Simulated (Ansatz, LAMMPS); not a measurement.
# Amorphous 41Ga2O3-59SiO2 (mol %) (111 atoms): support functions against a reference

Wanted: errors and times of a linear-scaling basis for amorphous 41Ga2O3-59SiO2 (mol %) (111 atoms). A setting counts as converged where the r.m.s. difference of forces stays under 1 % of the r.m.s. force.

Calculated with Ansatz 0.2.0; Kohn-Sham DFT, PBE, PAW (set soft_2), plane waves.

**1. The structure**

The cell holds 111 atoms: 24 Ga, 17 Si and 70 O. Its edges and angles: a = 10.870 Å, b = 10.870 Å, c = 10.870 Å, α = 90.0°, β = 90.0°, γ = 90.0°. 111 atoms (24 Fe, 17 Si, 70 O) placed at random at 3.3 g/cm³, melted at 5000 K for 10 ps at fixed volume with the Morse and Coulomb pair potential with partial charges (Pedone, Malavasi, Menziani, Cormack and Segre, J. Phys. Chem. B 110, 11780 (2006)). Quenched from 5000 K to 300 K at 50 K/ps and fixed volume, held 10 ps at zero pressure, then minimised at fixed cell. Then Fe was replaced by Ga and the cell scaled by 1.005 (the potential has no terms for the new elements, so the cell is a start for a DFT relaxation).

What the set-up can't give: The quench rate of 50 K/ps is orders of magnitude faster than experiment, which tends to freeze in extra defects. The starting topology of bonds comes from the classical model, and needn't be the one that DFT or experiment would give. The Brillouin zone is sampled at Γ only, in a cell whose shortest periodic width is 11 Å.

**2. The classical run that made the cell**

A classical potential supplies the starting structure, since it reaches far longer times than DFT.

This step: classical MD, Morse and Coulomb pair potential with partial charges (Pedone, Malavasi, Menziani, Cormack and Segre, J. Phys. Chem. B 110, 11780 (2006)) (LAMMPS 22 Jul 2025 - Update 4).

Input file in.lmp:

```
# melt-quench of Fe24Si17O70
units metal
atom_style charge
boundary p p p
region box block 0 11.3949 0 11.3949 0 11.3949
create_box 3 box
mass 1 55.8450   # Fe
mass 2 28.0850   # Si
mass 3 15.9990   # O
create_atoms 1 random 24 766695 NULL overlap 1.5 maxtry 2000
create_atoms 2 random 17 766702 NULL overlap 1.5 maxtry 2000
create_atoms 3 random 70 766709 NULL overlap 1.5 maxtry 2000
pair_style hybrid/overlay pedone 5.5 coul/long 8.0
pair_coeff * * coul/long
pair_coeff 1 3 pedone 0.418981 1.620376 2.382183 2   # Fe-O
pair_coeff 2 3 pedone 0.340554 2.006700 2.100000 1   # Si-O
pair_coeff 3 3 pedone 0.042395 1.379316 3.618701 22   # O-O
set type 1 charge 1.8
set type 2 charge 2.4
set type 3 charge -1.2
kspace_style pppm 1.0e-4
neigh_modify delay 0 every 1 check yes
thermo_style custom step time temp pe press density
thermo_modify norm yes
timestep 0.002
thermo 100
min_style cg
minimize 1e-4 1e-4 200 2000
reset_timestep 0
velocity all create 5000 766696 mom yes dist gaussian
fix lim all nve/limit 0.05
fix lan all langevin 5000 5000 0.2 766697 zero yes
thermo 500
run 1000 post no
# [... 10 lines left out ...]
thermo 1666
fix md all npt temp 300 300 0.2 iso 0 0 2
run 5000 post no
unfix md
thermo 100
min_style cg
minimize 0 1e-3 2000 20000
write_dump all custom glass.dump id type xs ys zs modify sort id
```

Launch:

```bash
$ lmp -in in.lmp -log none -nocite
```

The program printed:

```text
LAMMPS (22 Jul 2025 - Update 4)
Created orthogonal box = (0 0 0) to (11.3949 11.3949 11.3949)
Created 24 atoms
Created 17 atoms
Created 70 atoms
PPPM initialization ...
  G vector (1/distance) = 0.37820567
  grid = 12 12 12
  estimated relative force accuracy = 7.1824862e-05
   Step          Time           Temp          PotEng         Press         Density
         0   0              0              2.1231245      881812.51      3.2969951
        81   0.162          0             -15.091524     -80909.179      3.2969951
Loop time of 0.0517437 s on 1 MPI rank(s) for 81 steps with 111 atoms
Minimization stats:
  Stopping criterion = energy tolerance
[... 37 lines left out ...]
     56644   113.288        349.22557     -15.273206      1177.6786      3.8328193
     58000   116            325.96244     -15.272884      10051.197      3.8557403
Loop time of 2.77603 s on 1 MPI rank(s) for 5000 steps with 111 atoms
   Step          Time           Temp          PotEng         Press         Density
     58000   116            325.96244     -15.272884      10050.704      3.8557403
     58015   116.03         325.96244     -15.314414      6768.8205      3.8557403
Loop time of 0.0326107 s on 1 MPI rank(s) for 15 steps with 111 atoms
Minimization stats:
  Stopping criterion = linesearch alpha is zero
  Energy initial, next-to-last, final =
     -15.2728837578463  -15.3144144849314  -15.3144144849314
  Force two-norm initial, final = 14.210223 0.65488838
  Iterations, force evaluations = 15 63
```

Run time: 25 s. Hardware: 1 thread of Arm Neoverse V2, shared host; peak memory 0.072 GiB.

**3. Plane-wave single point**

The first run uses the default basis; a harder plane-wave run follows as the reference for the support functions.

Input file input.yaml:

```yaml
crystal:
  lattice:
    - [10.8696, 0.0, 0.0]
    - [0.0, 10.8696, 0.0]
    - [0.0, 0.0, 10.8696]
  atoms:
    - { symbol: Ga, position: [0.74013, 0.75042, 0.08366] }
    - { symbol: Ga, position: [0.63718, 0.49609, 0.97212] }
    - { symbol: Ga, position: [0.39659, 0.83596, 0.69677] }
    - { symbol: Ga, position: [0.96649, 0.85639, 0.37022] }
    - { symbol: Ga, position: [0.46757, 0.71748, 0.29049] }
    - { symbol: Ga, position: [0.94015, 0.53232, 0.00061] }
    - { symbol: Ga, position: [0.80224, 0.9091, 0.60841] }
    - { symbol: Ga, position: [0.84656, 0.28665, 0.87549] }
    - { symbol: Ga, position: [0.80819, 0.30213, 0.12987] }
    - { symbol: Ga, position: [0.75349, 0.47689, 0.71682] }
    - { symbol: Ga, position: [0.68634, 0.9167, 0.29378] }
    - { symbol: Ga, position: [0.234, 0.92268, 0.92212] }
    - { symbol: Ga, position: [0.95394, 0.81506, 0.84474] }
    - { symbol: Ga, position: [0.84608, 0.60174, 0.26265] }
    - { symbol: Ga, position: [0.59441, 0.46212, 0.33383] }
    - { symbol: Ga, position: [0.64555, 0.75314, 0.79224] }
    - { symbol: Ga, position: [0.45775, 0.52678, 0.70736] }
    - { symbol: Ga, position: [0.23682, 0.64673, 0.93541] }
    - { symbol: Ga, position: [0.05845, 0.0903, 0.07715] }
    - { symbol: Ga, position: [0.21338, 0.39051, 0.85709] }
    - { symbol: Ga, position: [0.02754, 0.53176, 0.73433] }
    - { symbol: Ga, position: [0.00859, 0.78548, 0.10048] }
    - { symbol: Ga, position: [0.01787, 0.30582, 0.32574] }
    - { symbol: Ga, position: [0.17196, 0.59194, 0.22692] }
    - { symbol: Si, position: [0.62148, 0.04425, 0.80436] }
    - { symbol: Si, position: [0.64201, 0.64357, 0.50741] }
    - { symbol: Si, position: [0.13695, 0.81416, 0.63342] }
    - { symbol: Si, position: [0.7402, 0.20953, 0.34094] }
    - { symbol: Si, position: [0.41015, 0.97811, 0.4209] }
    - { symbol: Si, position: [0.97044, 0.54385, 0.47316] }
    - { symbol: Si, position: [0.81258, 0.01616, 0.01861] }
    - { symbol: Si, position: [0.42754, 0.25608, 0.49355] }
    - { symbol: Si, position: [0.20429, 0.91447, 0.22479] }
    - { symbol: Si, position: [0.40934, 0.45823, 0.11354] }
    - { symbol: Si, position: [0.47278, 0.75066, 0.00878] }
    - { symbol: Si, position: [0.67976, 0.21463, 0.61536] }
    - { symbol: Si, position: [0.26748, 0.59375, 0.50046] }
    - { symbol: Si, position: [0.15478, 0.27345, 0.59698] }
    - { symbol: Si, position: [0.05427, 0.08544, 0.77259] }
    - { symbol: Si, position: [0.197, 0.31749, 0.15395] }
    - { symbol: Si, position: [0.48399, 0.29707, 0.8696] }
    - { symbol: O, position: [0.05241, 0.95601, 0.23607] }
    - { symbol: O, position: [0.95408, 0.67746, 0.4124] }
    - { symbol: O, position: [0.67156, 0.0958, 0.29603] }
    - { symbol: O, position: [0.12024, 0.78483, 0.95629] }
    - { symbol: O, position: [0.53352, 0.23287, 0.60465] }
    - { symbol: O, position: [0.47552, 0.37424, 0.00611] }
    - { symbol: O, position: [0.42714, 0.12419, 0.42122] }
    - { symbol: O, position: [0.71742, 0.57884, 0.39079] }
    - { symbol: O, position: [0.28946, 0.27324, 0.539] }
    - { symbol: O, position: [0.28791, 0.62374, 0.35827] }
    - { symbol: O, position: [0.24882, 0.71976, 0.58467] }
    - { symbol: O, position: [0.82024, 0.93168, 0.43274] }
    - { symbol: O, position: [0.69441, 0.33491, 0.26008] }
    - { symbol: O, position: [0.52069, 0.89953, 0.36348] }
    - { symbol: O, position: [0.90162, 0.52502, 0.60162] }
    - { symbol: O, position: [0.1357, 0.14513, 0.66964] }
    - { symbol: O, position: [0.98722, 0.95985, 0.73298] }
    - { symbol: O, position: [0.12793, 0.0627, 0.90114] }
    - { symbol: O, position: [0.71982, 0.33789, 0.98094] }
    - { symbol: O, position: [0.94048, 0.93814, 0.00104] }
    - { symbol: O, position: [0.09499, 0.54448, 0.90216] }
    - { symbol: O, position: [0.51308, 0.65906, 0.44634] }
    - { symbol: O, position: [0.04518, 0.71559, 0.71278] }
    - { symbol: O, position: [0.75852, 0.55449, 0.10688] }
    - { symbol: O, position: [0.29077, 0.93989, 0.3348] }
    - { symbol: O, position: [0.55163, 0.41088, 0.8011] }
    - { symbol: O, position: [0.8744, 0.78133, 0.21861] }
    - { symbol: O, position: [0.79516, 0.83163, 0.76955] }
    - { symbol: O, position: [0.74003, 0.94367, 0.11673] }
    - { symbol: O, position: [0.35192, 0.50905, 0.57509] }
    - { symbol: O, position: [0.70092, 0.75944, 0.56788] }
    - { symbol: O, position: [0.69639, 0.06897, 0.66628] }
    - { symbol: O, position: [0.60828, 0.79444, 0.97094] }
    - { symbol: O, position: [0.49825, 0.60655, 0.99271] }
    - { symbol: O, position: [0.63609, 0.52862, 0.60019] }
    - { symbol: O, position: [0.14107, 0.41801, 0.25088] }
    - { symbol: O, position: [0.1807, 0.31904, 0.01013] }
    [... 27 atom lines left out ...]
    - { symbol: O, position: [0.55003, 0.16551, 0.85336] }
    - { symbol: O, position: [0.41512, 0.78208, 0.13701] }
    - { symbol: O, position: [0.49306, 0.35862, 0.41704] }
    - { symbol: O, position: [0.34896, 0.28804, 0.82156] }
    - { symbol: O, position: [0.64021, 0.74383, 0.22688] }
    - { symbol: O, position: [0.75001, 0.29712, 0.71209] }
kpoints:
  mp_grid: { grid: [1, 1, 1] }
hamiltonian:
  xc: pbe
scf:
  occupations: { method: fixed }
output:
  forces: true
  stress: true
  populations: true
  dos:
    method: { smearing: { sigma: 0.15 } }
    de: 0.1
    projected: { site_lists: { Ga: [Ga], O: [O], Si: [Si] } }
  eigenvalues: true
  write_density: true
  write_potential: true
  volumetric_format: npy
```

Launch:

```bash
$ ansatz run input.yaml --threads 4 --pin off --max-ram 8192MiB --backend cpu --events-out ev --progress --plain --runs-dir out
```

The program printed:

```text
Engine: ansatz 0.2.0, aarch64-unknown-linux-gnu
Pseudopotentials: kind: paw
Pseudopotential: Ga, paw, valence charge 13, recommended cutoff 420 eV (normal), Ga.paw.azcp
Pseudopotential: Si, paw, valence charge 4, recommended cutoff 420 eV (normal), Si.paw.azcp
Pseudopotential: O, paw, valence charge 6, recommended cutoff 420 eV (normal), O.paw.azcp
Functional definition: PBE
  parameter kappa = 0.804
  parameter beta = 0.066725
  exchange = pbe_x(kappa = kappa, mu = beta*pi^2/3)
  correlation = pbe_c(beta = beta)
Crystal: 111 atoms, lattice volume = 1284.224 Å³
Basis set: ecut = 420 eV, 25173 PW (Γ), exchange–correlation on 150×150×150 points (8 copies of the dense FFT grid, shifted against one another)
Bands: 511, of which v1, the nominal top of the filled ones, is band 400 counted from 1 (399 counted from 0)
Symmetry: 1 space group operations
Space group: P1 (ITA 1), of the structure as read, at distance tolerance 1.1e-4 Å
k-points: 1
Non-local potential: Ga, projectors of the file, l = 0: 2, l = 1: 2, l = 2: 3, l = 3: 1
Non-local potential: Si, projectors of the file, l = 0: 2, l = 1: 2, l = 2: 2
Non-local potential: O, projectors of the file, l = 0: 2, l = 1: 2, l = 2: 1
PAW form: soft (Blöchl's): semilocal exchange-correlation on the pseudo side does not see the compensation charge
PAW one-centre angular grid: Ga, 590 points (default); XC on 64 Gauss nodes
PAW one-centre angular grid: Si, 110 points (default); XC on 64 Gauss nodes
PAW one-centre angular grid: O, 110 points (default); XC on 64 Gauss nodes
Initial density: superposition of atomic densities (neutral atoms: chi_scale 0, normalization atom), corrected by the library's trained network
Initial wavefunctions: pseudopotential atomic-orbital guess
Functional: x = pbe(κ = 0.804, μ = 0.219515), c = pbe(β = 0.066725)
SCF iter   1: F=—  HF=-141373.023566 eV  |F-HF|=—  |Δ(HF+E_count)|=         —  Δρ=3.00e-3  dr2=1.84e-1  ethr=1.77e-3  ⟨swp⟩=5.0  Hψ=1835  notcnv=0  defer=108
preconditioner: auto → Resta (q_TF=auto, 2.521 Å⁻¹)  ε∞=3.9  [insulator: Δε(μ)=1.861 eV  Ē_g=17.147 eV  n_scr=364 (ndim 8)  ℏωp=29.3 eV  f_vac=0.112  ε∞_Penn≈3.9]
SCF iter   2: F=—  HF=-141372.986793 eV  |F-HF|=—  |Δ(HF+E_count)|=   3.68e-2  Δρ=1.61e-3  dr2=4.54e-2  ethr=2.30e-5  ⟨swp⟩=2.0  Hψ=797  notcnv=0  defer=109
SCF iter   3: F=—  HF=-141372.983740 eV  |F-HF|=—  |Δ(HF+E_count)|=   3.05e-3  Δρ=7.24e-4  dr2=1.23e-2  ethr=5.67e-6  ⟨swp⟩=3.0  Hψ=738  notcnv=0  defer=109
SCF iter   4: F=—  HF=-141372.982190 eV  |F-HF|=—  |Δ(HF+E_count)|=   1.55e-3  Δρ=2.88e-4  dr2=1.28e-3  ethr=1.54e-6  ⟨swp⟩=2.0  Hψ=738  notcnv=0  defer=109
SCF iter   5: F=—  HF=-141372.982039 eV  |F-HF|=—  |Δ(HF+E_count)|=   1.51e-4  Δρ=1.82e-4  dr2=4.39e-4  ethr=1.61e-7  ⟨swp⟩=2.0  Hψ=756  notcnv=0  defer=109
SCF iter   6: F=—  HF=-141372.981983 eV  |F-HF|=—  |Δ(HF+E_count)|=   5.61e-5  Δρ=5.38e-5  dr2=4.39e-5  ethr=5.48e-8  ⟨swp⟩=2.0  Hψ=756  notcnv=0  defer=107
SCF iter   7: F=—  HF=-141372.979960 eV  |F-HF|=—  |Δ(HF+E_count)|=   2.02e-3  Δρ=2.99e-5  dr2=1.18e-5  ethr=5.49e-9  ⟨swp⟩=2.0  Hψ=910  notcnv=0  defer=107
SCF iter   8: F=—  HF=-141372.979960 eV  |F-HF|=—  |Δ(HF+E_count)|=   6.20e-7  Δρ=1.19e-5  dr2=2.16e-6  ethr=1.47e-9  ⟨swp⟩=2.0  Hψ=756  notcnv=0  defer=107
SCF iter   9: F=—  HF=-141372.979961 eV  |F-HF|=—  |Δ(HF+E_count)|=   3.85e-7  Δρ=5.85e-6  dr2=4.43e-7  ethr=2.69e-10  ⟨swp⟩=2.0  Hψ=742  notcnv=0  defer=107
SCF iter  10: F=-141372.979961 eV  HF=-141372.979961 eV  |F-HF|=2.47e-8  |Δ(HF+E_count)|=   2.88e-8  Δρ=2.48e-6  dr2=8.28e-8  ethr=1.25e-11  ⟨swp⟩=19.0  Hψ=4524  notcnv=0
SCF 1 converged in 10 iterations: F = -141372.979961 eV  dr2 = 8.28e-8
  greatest PAW one-centre occupation: 0.998 electrons in one spin orbital (limit 2), on the Ga atom at site 11 (counted from 0), in its partial waves of l = 2
WARN: The input density's exchange-correlation potential varies sharply where the density is thin. Do not read a vacuum level from v_tot or v_xc, or from such a field of the output density. On a cell that repeats whose density bears no net charge and no dipole along the vacuum's axis use v_es (v_loc + v_h of the components); [...]
SCF converged after 10 iterations
Free energy (F): -141372.979961 eV
Harris-Foulkes:  -141372.979961 eV  (|F-HF|=2.47e-8)
Internal energy: -141372.979961 eV  (E = F + TS)
E sigma→0 (E₀):  -141372.979961 eV
Fermi energy:    6.102120 eV
--- Per-component energies (eV) ---
  E_band       = -2500.540094
  E_kinetic    = 15961.373422
  E_local      = -96705.965402  (includes V_loc(G=0)·N_el)
  E_nonlocal   = 14189.446517
  E_hartree    = 42849.319864
  E_xc         = -7738.999964
  E_vxc        = -8761.557606  (∫ρ·V_xc dr)
  E_paw        = -67806.245220  (= ΣΔE_a)
  E_vpaw       = -12882.641221  (= ΣTr[D̂ρ^β])
  E_aug_tail   = 0.173639  (compensation charges beyond the density's cutoff)
  E_ewald      = -42122.082817
  E_smearing   = -0.000000  (= −TS)
  E_closure    = -0.000000  (closes the sum)
  Σ components = -141372.979961   (vs F -141372.979961, Δ=0.00e0)
--- Forces (eV/Å), atoms counted from 1 ---
  atom   1  Ga    -0.55613099    -0.02677421     0.45314163
  atom   2  Ga    -0.25506302     0.82772527    -0.26787316
  atom   3  Ga    -0.05007659     0.44114145    -1.36466188
  atom   4  Ga     0.20351596    -0.58377502     0.89668358
  atom   5  Ga     1.26992900     0.56502523    -0.45238494
  atom   6  Ga    -0.00015327    -0.33879821     0.71751950
  atom   7  Ga    -0.54795954    -1.16594743    -0.43321384
  atom   8  Ga     0.57599095     0.25576183    -0.29629296
  atom   9  Ga     0.19286676     0.43675298    -0.06392581
  atom  10  Ga    -0.12005951     0.70547313    -0.45514439
  atom  11  Ga    -0.95177950     0.47943857    -0.08608596
  atom  12  Ga    -1.12091115    -0.82856815     0.72066810
  atom  13  Ga     0.17917295     0.12761005    -0.53203504
  atom  14  Ga     0.79992152     0.36300767     0.51116259
[...]
atom 110  O      0.47349910     1.40990087     0.73896197
  atom 111  O      1.06918387     1.54221084     1.32198075
  max |Σ_I F_I| component: 7.62e-5 eV/Å
--- Stress (GPa, compression-positive) ---
        5.636280       1.143360      -0.468840
        1.143360       4.612824      -0.886912
       -0.468839      -0.886912       4.384922
  P = ⅓ Tr σ = 4.8780 GPa (48.780 kbar)
--- Band table (eV) ---
  k-point 0: bands = ["-14.6511", "-14.2265", "-14.0539", "-13.9668", [... 495 levels ...], "16.4616", "16.5646", "16.5859", "16.6082", "16.6354", "16.6756", "16.6918", "16.7204", "16.7467", "16.8119", "16.8679", "16.9167"]
--- Löwdin populations: 111 sites ---
  site symbol       q [e]
     0     Ga     11.9995
     1     Ga     11.9748
     2     Ga     11.9255
[...]
110      O      6.7088
  spilling = 0.006790 (of n_electrons = 800.000000)
```

Wall time 28 s (4 threads of Arm Neoverse V2, shared host); peak memory 2 GiB.

The program notes that the exchange-correlation potential is rough where the density is thin.

Read from the output:

```
free energy                                      : -141372.9800 eV
free energy per atom                             : -1273.6305 eV/atom
SCF cycles                                       : 10
pressure                                         : 4.878 GPa
r.m.s. force component                           : 0.9693 eV/Å
longest force                                    : 3.453 eV/Å
Fermi energy                                     : 6.102 eV
gap (highest filled to lowest empty level) : 1.737 eV
spilling of the projection                       : 0.00679
```

The r.m.s. force component of 0.97 eV/Å sets the scale for the differences below.

**4. Plane waves at 750 eV (750 eV)**

A harder cutoff gives the support functions a reference with less basis error.

input.yaml, the sections that differ from step 3:

```yaml
output:
  forces: true
  eigenvalues: true
basis:
  ecutwfc: "750 eV"
# crystal, kpoints, hamiltonian, scf: as in step 3
```

The program printed:

```text
[...]
Crystal: 111 atoms, lattice volume = 1284.224 Å³
Basis set: ecut = 750 eV, 60005 PW (Γ), exchange–correlation on 200×200×200 points (8 copies of the dense FFT grid, shifted against one another)
Bands: 511, of which v1, the nominal top of the filled ones, is band 400 counted from 1 (399 counted from 0)
Symmetry: 1 space group operations
[...]
k-points: 1
[...]
SCF iter   1: F=—  HF=-141373.514351 eV  |F-HF|=—  |Δ(HF+E_count)|=         —  Δρ=3.14e-3  dr2=1.84e-1  ethr=1.77e-3  ⟨swp⟩=5.0  Hψ=2249  notcnv=0  defer=109
[...]
SCF iter   3: F=—  HF=-141373.487242 eV  |F-HF|=—  |Δ(HF+E_count)|=   4.37e-3  Δρ=7.52e-4  dr2=1.28e-2  ethr=5.75e-6  ⟨swp⟩=2.0  Hψ=737  notcnv=0  defer=62
automatic band count: iteration 3 solves 464 bands in place of 511: the levels show a gap, and the empty bands left out lie too high to hold charge; the band table lists the bands solved (type scf.n_extra_bands for more)
SCF iter   4: F=—  HF=-141373.485354 eV  |F-HF|=—  |Δ(HF+E_count)|=   1.89e-3  Δρ=2.89e-4  dr2=1.29e-3  ethr=1.60e-6  ⟨swp⟩=2.0  Hψ=738  notcnv=0  defer=62
SCF iter   5: F=—  HF=-141373.485220 eV  |F-HF|=—  |Δ(HF+E_count)|=   1.34e-4  Δρ=1.78e-4  dr2=4.14e-4  ethr=1.62e-7  ⟨swp⟩=2.0  Hψ=803  notcnv=0  defer=62
[...]
SCF iter   9: F=—  HF=-141373.482529 eV  |F-HF|=—  |Δ(HF+E_count)|=   1.93e-7  Δρ=5.96e-6  dr2=4.75e-7  ethr=2.21e-10  ⟨swp⟩=2.0  Hψ=776  notcnv=0  defer=60
SCF iter  10: F=-141373.482529 eV  HF=-141373.482529 eV  |F-HF|=1.61e-8  |Δ(HF+E_count)|=   4.69e-8  Δρ=1.89e-6  dr2=5.85e-8  ethr=1.25e-11  ⟨swp⟩=13.0  Hψ=2710  notcnv=0
SCF 1 converged in 10 iterations: F = -141373.482529 eV  dr2 = 5.85e-8
[...]
SCF converged after 10 iterations
Free energy (F): -141373.482529 eV
[...]
Internal energy: -141373.482529 eV  (E = F + TS)
E sigma→0 (E₀):  -141373.482529 eV
Fermi energy:    6.101654 eV
[...]
Σ components = -141373.482529   (vs F -141373.482529, Δ=0.00e0)
--- Forces (eV/Å), atoms counted from 1 ---
  atom   1  Ga    -0.55577326    -0.02672638     0.45369408
  atom   2  Ga    -0.25450752     0.82770991    -0.26747646
  atom   3  Ga    -0.04965925     0.44188418    -1.36519587
  atom   4  Ga     0.20290239    -0.58410515     0.89566127
[...]
atom 111  O      1.06967406     1.54302965     1.32288281
  max |Σ_I F_I| component: 4.84e-5 eV/Å
--- Band table (eV) ---
[...]
```

Elapsed: 41 s, on 4 threads; peak memory 4 GiB.

Forces differ from the reference by 0.88 meV/Å r.m.s., 0.091 % of their size, well within a tolerance of 1 %; the energy by -4.5 meV/atom. It took roughly 1.5 times the reference's time (one timing each, with unlike analyses asked), in 10 cycles against 10.

[end of part 1 of 3]

[Long decimals in the printed logs are rounded to 6 places.]

[Logs are printed without paths, hosts, clocks, repeated set-up lines and the standing remarks that a program may print on its own settings, such as how far it seeks lower states.]

[Hosts, paths, dates, database ids (printed as entryN), source tags and the programs' standing remarks are cut or masked in the printed files.]
